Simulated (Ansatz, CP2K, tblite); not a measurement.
## Finding the fault: tblite, generalised stacking fault on (110) of a LiCl-LiBr solid solution (56 atoms)

Program: tblite 0.8.0, a calculation on a cell of 28 Li, 10 Br and 18 Cl, 18.4 Å³ an atom.

run.py reads:

```python
import numpy as np
from ase.io import read
from tblite.ase import TBLite

atoms = read("structure.xyz")
atoms.calc = TBLite(method="GFN3-xTB", electronic_temperature=580, accuracy=1.0, max_iterations=250, mixer_damping=0.4, verbosity=1)
energy = atoms.get_potential_energy()
forces = atoms.get_forces()
print(f"energy {energy:.6f} eV")
print("forces (eV/A)")
for i, (a, f) in enumerate(zip(atoms, forces)):
    print(f"{i:4d} {a.symbol:2s} {f[0]:10.5f} {f[1]:10.5f} {f[2]:10.5f}")
print("charges (e)")
print(np.array2string(atoms.get_charges(), precision=4, suppress_small=True, max_line_width=110, threshold=100000))
```

structure.xyz reads:

```xyz
56
Lattice="7.44767 0.00000 0.00000 0.00000 5.26630 0.00000 2.48253 0.00000 26.26686" Properties=species:S:1:pos:R:3 pbc="T T T"
Li 7.50693 0.02265 26.02547
Br 5.55534 0.03607 1.90198
Li 7.41802 0.00937 3.70599
Cl 5.55913 5.23144 5.57251
Li 7.49550 0.01348 7.47135
Cl 5.57549 5.24676 9.29322
Li 7.39274 5.25903 11.13347
Cl 5.59572 0.07662 13.06986
Li 7.48442 5.26251 14.93718
Cl 5.62029 0.03692 16.72936
[... 42 atom lines left out ...]
Li 5.61935 2.65843 20.51757
Br 3.74020 2.69392 22.26038
Li 5.59059 2.62125 24.21095
Br 3.76542 2.65042 26.06776
```

Command:

```
OMP_NUM_THREADS=1 python run.py > output.txt
```

Output:

```text
tblite.exceptions.TBLiteValueError: Method 'GFN3-xTB' is not available for this calculator
```

The job ended after 0.89 s (1 thread of Arm Neoverse V2, shared host; peak memory 0.1 GiB).

Banners, paths, timers and routine set-up lines are dropped from the logs unmarked, and long logs keep their key lines alone; longer cuts are marked.

Q: Find the fault and mend it.

An unknown method: method GFN3-xTB. Mend: name a method that the program has, such as GFN1-xTB or GFN2-xTB.

The program stopped at the start.

[Also dropped from logs without a mark: logging warnings of Python, and SIESTA's first energy breakdown and zero terms.]

[Logs are printed without paths, hosts, clocks, repeated set-up lines and the standing remarks that a program may print on its own settings, such as how far it seeks lower states.]

[Hosts, paths, dates, database ids (printed as entryN), source tags and the programs' standing remarks are cut or masked in the printed files.]
